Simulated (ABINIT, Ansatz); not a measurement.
# A GW chain in ABINIT: LiCNO (R3m), part 2 of 3

Wanted: ground state, empty states, screening and self-energy for LiCNO (R3m).

ABINIT 10.8.3; PBEsol and many-body steps on it, plane waves. Known limits of the many-body steps: not at the basis limit.

So far. Step 2 (Ground state): The gap is indirect, with the least direct gap 0.16 eV higher.

## Step 3: Bands along the symmetry lines

Level of this step: DFT, PBEsol, plane waves, norm-conserving pseudopotentials (ABINIT).

The cheap functional maps the bands first; the places of the edges decide which points the dearer methods must see.

Contents of run.abi:

```
acell 3*1.0 Angstrom
rprim 
  1.643988180588 0.949157018607 4.762053928800
  -1.643988180588 0.949157018607 4.762053928800
  0.000000000000 -1.898314037214 4.762053928800
ntypat 4
znucl 3 6 7 8
natom 4
typat 1 2 3 4
xred 
  0.005259000000 0.005259000000 0.005259000000
  0.497462000000 0.497462000000 0.497462000000
  0.413960000000 0.413960000000 0.413960000000
  0.583333333333 0.583333333333 0.583333333333
pp_dirpath "pseudos"
pseudos "Li.upf, C.upf, N.upf, O.upf"
ecut 37
iscf -2
irdden 1
kptopt 0
nkpt 59
kpt 
  0.00000000 0.00000000 0.00000000
  0.06250000 0.06250000 0.06250000
  0.12500000 0.12500000 0.12500000
  0.18750000 0.18750000 0.18750000
  0.25000000 0.25000000 0.25000000
  0.31250000 0.31250000 0.31250000
  0.37500000 0.37500000 0.37500000
  0.43750000 0.43750000 0.43750000
  0.50000000 0.50000000 0.50000000
  0.53835607 0.46164393 0.50000000
  0.57671214 0.42328786 0.50000000
  0.61506821 0.38493179 0.50000000
  0.65342428 0.34657572 0.50000000
  0.69178035 0.30821965 0.50000000
  0.73013642 0.26986358 0.50000000
  0.76849249 0.23150751 0.50000000
  0.80684856 0.19315144 0.50000000
  0.50000000 -0.19315144 0.19315144
  0.50000000 -0.16900751 0.16900751
  0.50000000 -0.14486358 0.14486358
  0.50000000 -0.12071965 0.12071965
  0.50000000 -0.09657572 0.09657572
  0.50000000 -0.07243179 0.07243179
  0.50000000 -0.04828786 0.04828786
  0.50000000 -0.02414393 0.02414393
  0.50000000 0.00000000 0.00000000
  0.43750000 0.00000000 0.00000000
  0.37500000 0.00000000 0.00000000
  0.31250000 0.00000000 0.00000000
  0.25000000 0.00000000 0.00000000
  0.18750000 0.00000000 0.00000000
  0.12500000 0.00000000 0.00000000
  0.06250000 0.00000000 0.00000000
  0.00000000 0.00000000 0.00000000
  0.04332196 -0.04332196 0.00000000
  0.08664393 -0.08664393 0.00000000
  0.12996589 -0.12996589 0.00000000
  0.17328786 -0.17328786 0.00000000
  0.21660982 -0.21660982 0.00000000
  0.25993179 -0.25993179 0.00000000
  0.30325375 -0.30325375 0.00000000
  0.34657572 -0.34657572 0.00000000
  0.65342428 0.00000000 0.34657572
  0.63424624 0.00000000 0.36575375
  0.61506821 0.00000000 0.38493179
  0.59589017 0.00000000 0.40410982
  0.57671214 0.00000000 0.42328786
  0.55753411 0.00000000 0.44246589
  0.53835607 0.00000000 0.46164393
  0.51917803 0.00000000 0.48082196
  0.50000000 0.00000000 0.50000000
  0.43750000 0.00000000 0.43750000
  0.37500000 0.00000000 0.37500000
  0.31250000 0.00000000 0.31250000
  0.25000000 0.00000000 0.25000000
  0.18750000 0.00000000 0.18750000
  0.12500000 0.00000000 0.12500000
  0.06250000 0.00000000 0.06250000
  0.00000000 0.00000000 0.00000000
istwfk *1
nband 16
nbdbuf 2
tolwfr 1e-08
nstep 40
prtwf 0
prtvol 0
indata_prefix "in"
outdata_prefix "out"
tmpdata_prefix "tmp"
```

Started as:

```
$ OMP_NUM_THREADS=1 mpirun -n 4 abinit run.abi > log
```

Numbers of over 12 decimals in the logs are rounded to 6 here.

The log of the run:

```text
.Version 10.8.3 of ABINIT. v10.8.2 released Aug 2026.

 Symmetries : space group R3 m (#160); Bravais hR (rhombohedral)
[... echo of the input left out ...]
== DATASET  1 ==================================================================
-   mpi_nproc: 4, omp_nthreads: 1 (-1 if OMP is not activated)

--- !DatasetInfo
iteration_state: {dtset: 1, }
dimensions: {natom: 4, nkpt: 59, mband: 16, nsppol: 1, nspinor: 1, nspden: 1, mpw: 3276, }
cutoff_energies: {ecut:  37.0, pawecutdg:  -1.0, }
electrons: {nelect:   1.80000000E+01, charge:   0.00000000E+00, occopt:   1.00000000E+00, tsmear:   1.00000000E-02, }

 Real(R)+Recip(G) space primitive vectors, cartesian coordinates (Bohr,Bohr^-1):
 R(1)=  3.1066874  1.7936468  8.9989777  G(1)=  0.1609431  0.0929206  0.0370412
 R(2)= -3.1066874  1.7936468  8.9989777  G(2)= -0.1609431  0.0929206  0.0370412
 R(3)=  0.0000000 -3.5872936  8.9989777  G(3)=  0.0000000 -0.1858411  0.0370412
 Unit cell volume ucvol=  3.0087002E+02 bohr^3
 Angles (23,13,12)=  3.74088131E+01  3.74088131E+01  3.74088131E+01 degrees

 getcut: wavevector=  0.0000  0.0000  0.0000  ngfft=  54  54  54
         ecut(hartree)=     37.000   => boxcut(ratio)=   2.03673

--- Pseudopotential description ------------------------------------------------
- Li Generated using ONCVPSP code by D. R. Hamann
-  3.00000   3.00000  180301                  znucl, zion, pspdat
12 -116133 1 -1 1944                          pspcod,pspxc,lmax,lloc,mmax
     nproj     2     2     0
  pspatm : epsatm=    2.60875052
         --- l  ekb(1:nproj) -->
             0   -4.855856   -1.482423
             1   -2.171544   -0.427615
 pspatm: atomic psp has been read  and splines computed

- C Generated using ONCVPSP code by D. R. Hamann
-  6.00000   4.00000  180301                  znucl, zion, pspdat
12 -116133 1 -1 1248                          pspcod,pspxc,lmax,lloc,mmax
     nproj     2     2     0
  pspatm : epsatm=    4.34909242
         --- l  ekb(1:nproj) -->
             0    6.468939    0.390031
[...]
pspatm: atomic psp has been read  and splines computed

- N Generated using ONCVPSP code by D. R. Hamann
-  7.00000   5.00000  180301                  znucl, zion, pspdat
12 -116133 1 -1 1058                          pspcod,pspxc,lmax,lloc,mmax
     nproj     2     2     0
  pspatm : epsatm=    5.26508482
         --- l  ekb(1:nproj) -->
[...]
pspatm: atomic psp has been read  and splines computed

- O Generated using ONCVPSP code by D. R. Hamann
-  8.00000   6.00000  180301                  znucl, zion, pspdat
12 -116133 2 -1 936                           pspcod,pspxc,lmax,lloc,mmax
     nproj     2     2     1
  pspatm : epsatm=    6.22910120
         --- l  ekb(1:nproj) -->
[...]
2   -1.335834
 pspatm: atomic psp has been read  and splines computed

[...]
Non-SCF case, kpt    3 (  0.12500  0.12500  0.12500), residuals and eigenvalues=
[...]
3.4091E-01  4.7874E-01  5.2078E-01  5.4104E-01
[...]
Non-SCF case, kpt   58 (  0.06250  0.00000  0.06250), residuals and eigenvalues=
[...]
Non-SCF case, kpt   59 (  0.00000  0.00000  0.00000), residuals and eigenvalues=
[...]
-1.5671E+00 -7.7135E-01 -5.9935E-01 -2.7050E-01 -1.4492E-01 -1.4492E-01
 -1.2350E-01 -8.3732E-03 -8.3732E-03  1.6877E-01  2.8662E-01  2.8662E-01
[...]
--- !ResultsGS
iteration_state: {dtset: 1, }
comment   : Summary of ground state results
lattice_vectors:
- [  3.1066874,   1.7936468,   8.9989777, ]
- [ -3.1066874,   1.7936468,   8.9989777, ]
- [  0.0000000,  -3.5872936,   8.9989777, ]
lattice_lengths: [   9.68764,    9.68764,    9.68764, ]
lattice_angles: [ 37.409,  37.409,  37.409, ] # degrees, (23, 13, 12)
lattice_volume:   3.0087002E+02
convergence: {deltae:  0.000E+00, res2:  0.000E+00, residm:  9.946E-09, diffor:  0.000E+00, }
etotal    :  -4.00422964E+01
entropy   :   0.00000000E+00
fermie    :  -2.63743554E-03
cartesian_stress_tensor: null
pressure_GPa: null
xred      :
- [  5.2590E-03,   5.2590E-03,   5.2590E-03, Li]
- [  4.9746E-01,   4.9746E-01,   4.9746E-01,  C]
- [  4.1396E-01,   4.1396E-01,   4.1396E-01,  N]
- [  5.8333E-01,   5.8333E-01,   5.8333E-01,  O]
cartesian_forces: null
force_length_stats: {min: null, max: null, mean: null, }

 Integrated electronic density in atomic spheres:
 ------------------------------------------------
 Atom  Sphere_radius  Integrated_density
[...]
================================================================================

 ----iterations are completed or convergence reached----

 Mean square residual over all n,k,spin=   51.347E-10; max=  99.459E-10
 reduced coordinates (array xred) for    4 atoms
[...]
0.413960000000      0.413960000000      0.413960000000
       0.583333333333      0.583333333333      0.583333333333

 cartesian coordinates (angstrom) at end:
[...]
3     -0.000000    -0.000000     5.913900
    4     -0.000000    -0.000000     8.333594
 length scales=  1.889726125908  1.889726125908  1.889726125908 bohr
              =  1.000000000000  1.000000000000  1.000000000000 angstroms
 prteigrs : about to open file out_EIG
 Eigenvalues (hartree) for nkpt=  59  k points:
 kpt#   1, nband= 16, wtk=  1.00000, kpt=  0.0000  0.0000  0.0000 (reduced coord)
[...]
kpt#   2, nband= 16, wtk=  1.00000, kpt=  0.0625  0.0625  0.0625 (reduced coord)
[...]
kpt#   3, nband= 16, wtk=  1.00000, kpt=  0.1250  0.1250  0.1250 (reduced coord)
[...]
kpt#  58, nband= 16, wtk=  1.00000, kpt=  0.0625  0.0000  0.0625 (reduced coord)
[...]
kpt#  59, nband= 16, wtk=  1.00000, kpt=  0.0000  0.0000  0.0000 (reduced coord)
  -1.56708   -0.77135   -0.59935   -0.27050   -0.14492   -0.14492   -0.12350   -0.00837
  -0.00837    0.16877    0.28662    0.28662    0.33939    0.47962    0.51963    0.55135

== END DATASET(S) ==============================================================
================================================================================

 -outvars: echo values of variables after computation  --------
            nband          16
             nkpt          59
          spgroup         160
 [... the other variables as echoed above ...]

 Calculation completed.
```

Wall time 27 s (4 MPI ranks of Intel Xeon Platinum 8375C at 2.90GHz (Ice Lake), shared host); peak memory 0.37 GiB; 1.8 min of CPU time.

This step gave:

* gap: 4.664 eV
* k of the valence top: 0.5, 0.5, 0.5
* k of the conduction bottom: 0, 0, 0
* least direct gap: 4.820 eV

The gap is 4.664 eV, as in the run before at this level.

Electronic bands along the path, in eV, zero at the top of the highest filled band:

```tsv
point	band 6	band 7	band 8	band 9	band 10	band 11	band 12	band 13
Γ	-3.87	-3.29	-0.16	-0.16	4.66	7.87	7.87	9.31
halfway	-3.90	-3.64	-0.08	-0.08	4.84	7.78	7.78	9.50
T	-3.93	-3.93	0.00	0.00	5.00	7.68	7.68	9.95
halfway	-4.24	-3.83	-0.83	-0.28	6.17	7.21	7.55	10.90
H2	-5.04	-3.48	-1.40	-1.05	6.08	6.40	10.62	10.96
jump to H0	-5.04	-3.48	-1.40	-1.05	6.08	6.40	10.62	10.96
halfway	-4.62	-3.31	-1.50	-1.05	5.78	7.15	8.79	11.31
L	-4.18	-3.28	-1.66	-0.73	5.63	7.76	7.79	11.40
halfway	-4.03	-3.25	-1.03	-0.45	6.18	6.89	7.81	10.82
Γ	-3.87	-3.29	-0.16	-0.16	4.66	7.87	7.87	9.31
halfway	-4.24	-3.21	-1.28	-0.57	6.54	7.05	7.49	11.26
S0	-5.09	-3.43	-1.45	-1.07	6.03	6.48	10.41	10.94
jump to S2	-5.09	-3.43	-1.45	-1.07	6.03	6.48	10.41	10.94
halfway	-4.61	-3.53	-1.72	-0.50	6.05	6.52	9.53	11.09
F	-4.35	-3.58	-1.82	-0.22	5.95	6.77	8.74	11.13
halfway	-4.11	-3.38	-1.17	-0.20	6.48	7.05	7.31	10.65
Γ	-3.87	-3.29	-0.16	-0.16	4.66	7.87	7.87	9.31
```

## Step 4: Empty states on the mesh, 4×4×4 mesh, 150 bands

The sums over transitions need many empty states on a uniform mesh; this step solves for them.

Contents of run.abi:

```
acell 3*1.0 Angstrom
rprim 
  1.643988180588 0.949157018607 4.762053928800
  -1.643988180588 0.949157018607 4.762053928800
  0.000000000000 -1.898314037214 4.762053928800
ntypat 4
znucl 3 6 7 8
natom 4
typat 1 2 3 4
xred 
  0.005259000000 0.005259000000 0.005259000000
  0.497462000000 0.497462000000 0.497462000000
  0.413960000000 0.413960000000 0.413960000000
  0.583333333333 0.583333333333 0.583333333333
pp_dirpath "pseudos"
pseudos "Li.upf, C.upf, N.upf, O.upf"
ecut 37
ngkpt 4 4 4
nshiftk 1
shiftk 0 0 0
kptopt 1
chksymbreak 0
irdden 1
istwfk *1
nband 150
prtvol 0
optdriver 6
gwr_task "HDIAGO"
paral_kgb 0
occopt 1
indata_prefix "in"
outdata_prefix "out"
tmpdata_prefix "tmp"
```

The log of the run:

```text
[banner, memory and clock lines left out]
.Version 10.8.3 of ABINIT. v10.8.2 released Aug 2026.

 Symmetries : space group R3 m (#160); Bravais hR (rhombohedral)
[... echo of the input left out ...]
== DATASET  1 ==================================================================
-   mpi_nproc: 4, omp_nthreads: 1 (-1 if OMP is not activated)

--- !DatasetInfo
iteration_state: {dtset: 1, }
dimensions: {natom: 4, nkpt: 13, mband: 150, nsppol: 1, nspinor: 1, nspden: 1, mpw: 3276, }
cutoff_energies: {ecut:  37.0, pawecutdg:  -1.0, }
electrons: {nelect:   1.80000000E+01, charge:   0.00000000E+00, occopt:   1.00000000E+00, tsmear:   1.00000000E-02, }

.Using double precision arithmetic; gwpc =  8

- Reading GS density from: in_DEN

--- Pseudopotential description ------------------------------------------------
- Li Generated using ONCVPSP code by D. R. Hamann
-  3.00000   3.00000  180301                  znucl, zion, pspdat
12 -116133 1 -1 1944                          pspcod,pspxc,lmax,lloc,mmax
     nproj     2     2     0
  pspatm : epsatm=    2.60875052
         --- l  ekb(1:nproj) -->
             0   -4.855856   -1.482423
             1   -2.171544   -0.427615
 pspatm: atomic psp has been read  and splines computed

- C Generated using ONCVPSP code by D. R. Hamann
-  6.00000   4.00000  180301                  znucl, zion, pspdat
12 -116133 1 -1 1248                          pspcod,pspxc,lmax,lloc,mmax
     nproj     2     2     0
  pspatm : epsatm=    4.34909242
         --- l  ekb(1:nproj) -->
             0    6.468939    0.390031
[...]
pspatm: atomic psp has been read  and splines computed

- N Generated using ONCVPSP code by D. R. Hamann
-  7.00000   5.00000  180301                  znucl, zion, pspdat
12 -116133 1 -1 1058                          pspcod,pspxc,lmax,lloc,mmax
     nproj     2     2     0
  pspatm : epsatm=    5.26508482
         --- l  ekb(1:nproj) -->
[...]
pspatm: atomic psp has been read  and splines computed

- O Generated using ONCVPSP code by D. R. Hamann
-  8.00000   6.00000  180301                  znucl, zion, pspdat
12 -116133 2 -1 936                           pspcod,pspxc,lmax,lloc,mmax
     nproj     2     2     1
  pspatm : epsatm=    6.22910120
         --- l  ekb(1:nproj) -->
             0    6.050032    0.820363
             1   -4.739617   -1.153841
             2   -1.335834
 pspatm: atomic psp has been read  and splines computed

   3.32136521E+02                                ecore*ucvol(ha*bohr**3)

 Total charge density [el/Bohr^3]
)     Maximum=    2.7163E+00  at reduced coord.    0.0000    0.0000    0.0185
)     Minimum=    2.2553E-03  at reduced coord.    0.2037    0.2037    0.2037
   Integrated=    1.8000E+01

 === KS gaps after direct diagonalization ===
 Indirect band gap semiconductor
 Fundamental gap:     4.664 (eV)
   VBM:    -0.072 (eV) at k: [ 5.0000E-01,  5.0000E-01,  5.0000E-01]
   CBM:     4.593 (eV) at k: [ 0.0000E+00,  0.0000E+00,  0.0000E+00]
 Direct gap:         4.820 (eV) at k: [ 0.0000E+00,  0.0000E+00,  0.0000E+00]

== END DATASET(S) ==============================================================

 -outvars: echo values of variables after computation  --------
           etotal      0.0000000000E+00
            nband         150
             nkpt          13
          spgroup         160
 [... the other variables as echoed above ...]

 Calculation completed.
```

Run time: 1.7 min. Hardware: 4 MPI ranks; peak memory 2.6 GiB.

Numbers from this step:

```yaml
gap: 4.664 eV
k_of_the_valence_top: 0.5, 0.5, 0.5
k_of_the_conduction_bottom: 0, 0, 0
least_direct_gap: 4.820 eV
k_points_computed: 13
lowest_point_of_the_top_converged_band_above_the_valence_top: 112.4387 eV
```

On this mesh the gap is 4.664 eV.

## Step 5: Screening, 4×4×4 mesh, 142 bands, screening to 217.7 eV

The RPA dielectric matrix is built and inverted for each q.

This step: RPA screening on PBEsol, plane waves, norm-conserving pseudopotentials.

run.abi: that of step 4 with these lines changed.

```diff
@@ -22,10 +22,11 @@
 chksymbreak 0
-irdden 1
 istwfk *1
-nband 150
-prtvol 0
-optdriver 6
-gwr_task "HDIAGO"
-paral_kgb 0
 occopt 1
+irdwfk 1
+optdriver 3
+nband 142
+ecuteps 8
+inclvkb 2
+awtr 1
+symchi 1
 indata_prefix "in"
```

The log of the run:

```text
.Version 10.8.3 of ABINIT. v10.8.2 released Aug 2026.

 Symmetries : space group R3 m (#160); Bravais hR (rhombohedral)
[... echo of the input left out ...]
== DATASET  1 ==================================================================
-   mpi_nproc: 4, omp_nthreads: 1 (-1 if OMP is not activated)

--- !DatasetInfo
iteration_state: {dtset: 1, }
dimensions: {natom: 4, nkpt: 13, mband: 142, nsppol: 1, nspinor: 1, nspden: 1, mpw: 3276, }
cutoff_energies: {ecut:  37.0, pawecutdg:  -1.0, }
electrons: {nelect:   1.80000000E+01, charge:   0.00000000E+00, occopt:   1.00000000E+00, tsmear:   1.00000000E-02, }

 SCREENING: Calculation of the susceptibility and dielectric matrices

 Based on a program developped by R.W. Godby, V. Olevano, G. Onida, and L. Reining.
 Incorporated in ABINIT by V. Olevano, G.-M. Rignanese, and M. Torrent.
.Using double precision arithmetic ; gwpc =  8

[... cell and pseudopotentials left out ...]
--------------------------------------------------------------------------------

 ==== K-mesh for the wavefunctions ====
 Number of points in the irreducible wedge :    13
[... list of points left out ...]
 Together with  6 symmetry operations and time-reversal symmetry
 yields    64 points in the full Brillouin Zone.

 ==== Q-mesh for the screening function ====
 Number of points in the irreducible wedge :    13
[... list of points left out ...]
 Together with  6 symmetry operations and time-reversal symmetry
 yields    64 points in the full Brillouin Zone.

 setmesh: FFT mesh size selected  =    40x   40x   40
          total number of points  =        64000

 vcoul_init : cutoff-mode = AUXILIARY_FUNCTION
 q-points for optical limit:   1
     1)      0.000010    0.000020    0.000030

- screening: taking advantage of time-reversal symmetry
- Maximum band index for partially occupied states nbvw = 9
- Remaining bands to be divided among processors   nbcw = 133
- Number of bands treated by each node ~33

 Number of electrons calculated from density =   18.0000; Expected =   18.0000
 average of density, n =  0.059826
 r_s =    1.5861
 omega_plasma =   23.5940 [eV]

 calculating chi0 at frequencies [eV] :
  1    0.000000E+00    0.000000E+00
  2    0.000000E+00    2.359404E+01

--------------------------------------------------------------------------------
  q-point number  1        q = ( 0.000000, 0.000000, 0.000000) [r.l.u.]
--------------------------------------------------------------------------------
[... chi0 elements left out ...]
 For q-point:  0.000010 0.000020 0.000030
  dielectric constant =   2.3907
  dielectric constant without local fields =   3.0821

  Average fulfillment of the sum rule on Im[epsilon] for q-point    1 :     81.08  [%]
[... wings left out ...]
  q-point number  2        q = ( 0.250000, 0.000000, 0.000000) [r.l.u.]
--------------------------------------------------------------------------------
[... chi0 elements left out ...]
  Average fulfillment of the sum rule on Im[epsilon] for q-point    2 :     86.66  [%]

 [... 11 further q-points ...]
```

Elapsed: 3.9 min, on 4 MPI ranks; peak memory 2.6 GiB; 16 min of CPU time.

This step gave:

```
ε∞ with local fields, on this mesh, along the program's q direction : 2.391
the same without local fields                                       : 3.082
plasma frequency                                                    : 23.59 eV
plane waves in the screening matrix                                 : 299
```

Local fields lower ε∞ by 22 %.

[end of part 2 of 3]

[Paths, hosts, dates, memory and timing lines, banners, echoed tables and standing remarks are left out of the program output.]

[Logs are printed without paths, hosts, clocks, repeated set-up lines and the standing remarks that a program may print on its own settings, such as how far it seeks lower states.]

[Runs of the session that timed out or met a known fault of the program may be left out.]

[Hosts, paths, dates, database ids (printed as entryN), source tags and the programs' standing remarks are cut or masked in the printed files.]

[G0W0 gaps are taken among the corrected bands and points alone; a level outside them can change the order at an edge.]

[Where Ansatz stands beside ABINIT at settings called matched, ABINIT's density can come from a denser mesh and the files from another edition; pairs whose starting gaps differed by over 0.03 eV were left out, so agreement reads better than it is.]
